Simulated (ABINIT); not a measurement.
# CaO (Lime): one start, several treatments of the self-energy, part 2 of 2

Wanted: the gap of CaO (Lime) under several approximations, with cost.

ABINIT 10.8.3; PBE and many-body steps on it, plane waves. Known limits of the many-body steps: not at the basis limit.

So far. Step 3 (Screening, 6×6×6 mesh, 243 bands, screening to 304.8 eV): Local fields lower ε∞ by 9 %. Step 4 (G0W0, Godby-Needs plasmon pole): The gap on the mesh goes from 3.66 eV to 5.88 eV, a correction of +2.22 eV.

**5. G0W0, Hybertsen-Louie plasmon pole**

Level of this step: G0W0 on PBE, plane waves, norm-conserving pseudopotentials (ABINIT).

run.abi

```
acell 3*1.0 Angstrom
rprim 
  -0.000000000000 2.406500000000 2.406500000000
  2.406500000000 -0.000000000000 2.406500000000
  2.406500000000 2.406500000000 -0.000000000000
ntypat 2
znucl 20 8
natom 2
typat 1 2
xred 
  0.000000000000 0.000000000000 0.000000000000
  0.500000000000 0.500000000000 0.500000000000
pp_dirpath "pseudos"
pseudos "Ca.upf, O.upf"
ecut 36
ngkpt 6 6 6
nshiftk 1
shiftk 0 0 0
kptopt 1
chksymbreak 0
istwfk *1
occopt 1
irdwfk 1
optdriver 4
nband 243
gwcalctyp 0
ecutsigx 36
symsigma 1
nkptgw 2
kptgw 
  0.0000000000 0.0000000000 0.0000000000
  0.5000000000 0.5000000000 0.0000000000
bdgw 
  6 12
  7 10
ecuteps 11.2
irdscr 1
ppmodel 2
indata_prefix "in"
outdata_prefix "out"
tmpdata_prefix "tmp"
```

The run is started by

```console
OMP_NUM_THREADS=1 mpirun -n 8 abinit run.abi > log
```

What it wrote:

```text
.Version 10.8.3 of ABINIT. v10.8.2 released Aug 2026.

 Symmetries : space group Fm -3 m (#225); Bravais cF (face-center cubic)
[... echo of the input left out ...]
== DATASET  1 ==================================================================
-   mpi_nproc: 8, omp_nthreads: 1 (-1 if OMP is not activated)

--- !DatasetInfo
iteration_state: {dtset: 1, }
dimensions: {natom: 2, nkpt: 16, mband: 243, nsppol: 1, nspinor: 1, nspden: 1, mpw: 1964, }
cutoff_energies: {ecut:  36.0, pawecutdg:  -1.0, }
electrons: {nelect:   1.60000000E+01, charge:   0.00000000E+00, occopt:   1.00000000E+00, tsmear:   1.00000000E-02, }

 SIGMA: Calculation of the GW corrections

 Based on a program developped by R.W. Godby, V. Olevano, G. Onida, and L. Reining.
 Incorporated in ABINIT by V. Olevano, G.-M. Rignanese, and M. Torrent.
.Using double precision arithmetic ; gwpc =  8

[... cell and pseudopotentials left out ...]
--------------------------------------------------------------------------------

 ==== K-mesh for the wavefunctions ====
 Number of points in the irreducible wedge :    16
[... list of points left out ...]
 Together with 48 symmetry operations and time-reversal symmetry
 yields   216 points in the full Brillouin Zone.

 ==== Q-mesh for screening function ====
 Number of points in the irreducible wedge :    16
[... list of points left out ...]
 Together with 48 symmetry operations and time-reversal symmetry
 yields   216 points in the full Brillouin Zone.

 vcoul_init : cutoff-mode = AUXILIARY_FUNCTION
 q-points for optical limit:   1
     1)      0.000010    0.000020    0.000030
 setmesh: FFT mesh size selected  =    36x   36x   36
          total number of points  =        46656

 Number of electrons calculated from density =   16.0000; Expected =   16.0000
[...]
number of omega for Sigma on real axis              0
 max omega for Sigma on real axis  [eV]           0.00
 zcut for avoiding poles [eV]                     0.10

 EPSILON^-1 parameters (SCR file):
 dimension of the eps^-1 matrix on file            331
 dimension of the eps^-1 matrix used               331
 number of plane-waves for wavefunctions          1917
 number of bands                                   243
 number of q-points in IBZ                          16
 number of frequencies                               2
 number of real frequencies                          1
 number of imag frequencies                          1

 matrix elements of self-energy operator (all in [eV])

 Perturbative Calculation

--- !SelfEnergy_ee
iteration_state: {dtset: 1, }
kpoint     : [   0.000,    0.000,    0.000, ]
spin       : 1
KS_gap     :    4.714
QP_gap     :    6.601
Delta_QP_KS:    1.887
data: !SigmaeeData |
     Band     E0 <VxcDFT>   SigX SigC(E0)      Z dSigC/dE  Sig(E)    E-E0       E
        6   5.064 -19.387 -24.633   3.019   0.822  -0.217 -21.218  -1.830   3.234
        7   5.064 -19.387 -24.633   3.019   0.822  -0.217 -21.218  -1.830   3.234
        8   5.064 -19.387 -24.633   3.019   0.822  -0.217 -21.218  -1.830   3.234
[...]
--- !SelfEnergy_ee
iteration_state: {dtset: 1, }
kpoint     : [   0.500,    0.500,    0.000, ]
spin       : 1
KS_gap     :    4.037
QP_gap     :    6.697
Delta_QP_KS:    2.660
data: !SigmaeeData |
     Band     E0 <VxcDFT>   SigX SigC(E0)      Z dSigC/dE  Sig(E)    E-E0       E
[...]
9   8.727 -11.430  -5.899  -4.684   0.883  -0.133 -10.683   0.747   9.474
       10  13.087 -16.112  -8.832  -5.497   0.877  -0.140 -14.548   1.564  14.651

== END DATASET(S) ==============================================================
================================================================================

 -outvars: echo values of variables after computation  --------
           etotal      0.0000000000E+00
            nband         243
             nkpt          16
          spgroup         225
 [... the other variables as echoed above ...]

 Calculation completed.
```

The job ended after 39 s (8 MPI ranks of Arm Neoverse V1, shared host; peak memory 2.7 GiB).

Numbers from this step:

```
G0W0 gap on the points computed              : 6.24 eV
starting gap on the mesh                     : 3.662 eV
k of the valence top                         : 0, 0, 0
k of the conduction bottom                   : 0.5, 0.5, 0
Z at the valence top                         : 0.822
Z at the conduction bottom                   : 0.883
least direct G0W0 gap on the computed points : 6.601 eV
```

Against G0W0 in ABINIT (6×6×6 mesh, 243 bands, screening to 304.8 eV, Godby-Needs plasmon pole), the gap moves by +0.357 eV.

**6. G0W0, von der Linden-Horsch plasmon pole**

run.abi: that of step 5 with these lines changed.

```diff
@@ -37,3 +37,3 @@
 irdscr 1
-ppmodel 2
+ppmodel 3
 indata_prefix "in"
```

What it wrote:

```text
.Version 10.8.3 of ABINIT. v10.8.2 released Aug 2026.

 Symmetries : space group Fm -3 m (#225); Bravais cF (face-center cubic)
[... echo of the input left out ...]
== DATASET  1 ==================================================================
-   mpi_nproc: 8, omp_nthreads: 1 (-1 if OMP is not activated)

--- !DatasetInfo
iteration_state: {dtset: 1, }
dimensions: {natom: 2, nkpt: 16, mband: 243, nsppol: 1, nspinor: 1, nspden: 1, mpw: 1964, }
cutoff_energies: {ecut:  36.0, pawecutdg:  -1.0, }
[...]
Band     E0 <VxcDFT>   SigX SigC(E0)      Z dSigC/dE  Sig(E)    E-E0       E
[...]
9   8.727 -11.430  -5.899  -4.802   0.905  -0.105 -10.770   0.659   9.386
       10  13.087 -16.112  -8.832  -5.453   0.889  -0.124 -14.487   1.625  14.712

== END DATASET(S) ==============================================================
================================================================================

 -outvars: echo values of variables after computation  --------
           etotal      0.0000000000E+00
            nband         243
             nkpt          16
          spgroup         225
 [... the other variables as echoed above ...]

 Calculation completed.
```

Wall time 16 s (8 MPI ranks); peak memory 2.5 GiB; 2.1 min of CPU time.

Numbers from this step:

```yaml
g0w0_gap_on_the_points_computed: 6.060 eV
starting_gap_on_the_mesh: 3.662 eV
k_of_the_valence_top: 0, 0, 0
k_of_the_conduction_bottom: 0.5, 0.5, 0
least_direct_g0w0_gap_on_the_computed_points: 6.437 eV
```

Against G0W0 in ABINIT (6×6×6 mesh, 243 bands, screening to 304.8 eV, Godby-Needs plasmon pole), the gap moves by +0.177 eV.

**7. G0W0, Engel-Farid plasmon pole**

run.abi: that of step 6 with these lines changed.

```diff
@@ -37,3 +37,3 @@
 irdscr 1
-ppmodel 3
+ppmodel 4
 indata_prefix "in"
```

What it wrote:

```text
.Version 10.8.3 of ABINIT. v10.8.2 released Aug 2026.

 Symmetries : space group Fm -3 m (#225); Bravais cF (face-center cubic)
[... echo of the input left out ...]
== DATASET  1 ==================================================================
-   mpi_nproc: 8, omp_nthreads: 1 (-1 if OMP is not activated)

--- !DatasetInfo
iteration_state: {dtset: 1, }
dimensions: {natom: 2, nkpt: 16, mband: 243, nsppol: 1, nspinor: 1, nspden: 1, mpw: 1964, }
cutoff_energies: {ecut:  36.0, pawecutdg:  -1.0, }
[...]
Band     E0 <VxcDFT>   SigX SigC(E0)      Z dSigC/dE  Sig(E)    E-E0       E
[...]
9   8.727 -11.430  -5.899  -4.460   0.859  -0.165 -10.511   0.919   9.646
       10  13.087 -16.112  -8.832  -5.265   0.837  -0.195 -14.425   1.687  14.774

== END DATASET(S) ==============================================================
================================================================================

 -outvars: echo values of variables after computation  --------
           etotal      0.0000000000E+00
            nband         243
             nkpt          16
          spgroup         225
 [... the other variables as echoed above ...]

 Calculation completed.
```

The job ended after 16 s (8 MPI ranks; peak memory 2.5 GiB; 2.1 min of CPU time).

Numbers from this step:

- G0W0 gap on the points computed: 6.054 eV
- starting gap on the mesh: 3.662 eV
- k of the valence top: 0, 0, 0
- k of the conduction bottom: 0.5, 0.5, 0
- least direct G0W0 gap on the computed points: 6.406 eV

Against G0W0 in ABINIT (6×6×6 mesh, 243 bands, screening to 304.8 eV, Godby-Needs plasmon pole), the gap moves by +0.171 eV.

**8. Side by side**

Times are wall times on 8 MPI ranks of Arm Neoverse V1, shared host, good to a factor of about two. A run's time includes the screening step that it read.

```
                                     run   mesh  bands  screening cutoff (eV)  DFT gap (eV)  gap on the mesh (eV)  direct (eV)  ε∞ used     time
          G0W0, Godby-Needs plasmon pole  6×6×6    243                  304.8         3.662                 5.883        6.291     3.56    4 min
      G0W0, Hybertsen-Louie plasmon pole  6×6×6    243                  304.8         3.662                 6.240        6.601     3.56    4 min
G0W0, von der Linden-Horsch plasmon pole  6×6×6    243                  304.8         3.662                 6.060        6.437     3.56  3.6 min
          G0W0, Engel-Farid plasmon pole  6×6×6    243                  304.8         3.662                 6.054        6.406     3.56  3.6 min
```

**9. Summary of results**

```json
{
 "G0W0, Godby-Needs plasmon pole": "5.883 eV",
 "G0W0, Hybertsen-Louie plasmon pole": "6.240 eV",
 "G0W0, von der Linden-Horsch plasmon pole": "6.060 eV",
 "G0W0, Engel-Farid plasmon pole": "6.054 eV",
 "known limits": "not at the basis limit"
}
```

G0W0, Hybertsen-Louie plasmon pole: +0.357 eV against G0W0, Godby-Needs plasmon pole. G0W0, von der Linden-Horsch plasmon pole: +0.177 eV against G0W0, Godby-Needs plasmon pole. G0W0, Engel-Farid plasmon pole: +0.171 eV against G0W0, Godby-Needs plasmon pole. Bands and cutoff are finite, so the gap is not at the basis limit. The miss can reach some tenths of an eV and take either sign; the mesh is an error of its own. In the first G0W0 run levels were corrected at 2 k points alone, so a gap called «on the mesh» is the least over those, and an edge elsewhere would be missed.

[Paths, hosts, dates, memory and timing lines, banners, echoed tables and standing remarks are left out of the program output.]

[Logs are printed without paths, hosts, clocks, repeated set-up lines and the standing remarks that a program may print on its own settings, such as how far it seeks lower states.]

[Runs of the session that timed out or met a known fault of the program may be left out.]

[No measured gap is set beside runs whose start may be inverted or whose files or cutoffs have a known fault.]

[Hosts, paths, dates, database ids (printed as entryN), source tags and the programs' standing remarks are cut or masked in the printed files.]

[G0W0 gaps are taken among the corrected bands and points alone; a level outside them can change the order at an edge.]

[Where Ansatz stands beside ABINIT at settings called matched, ABINIT's density can come from a denser mesh and the files from another edition; pairs whose starting gaps differed by over 0.03 eV were left out, so agreement reads better than it is.]
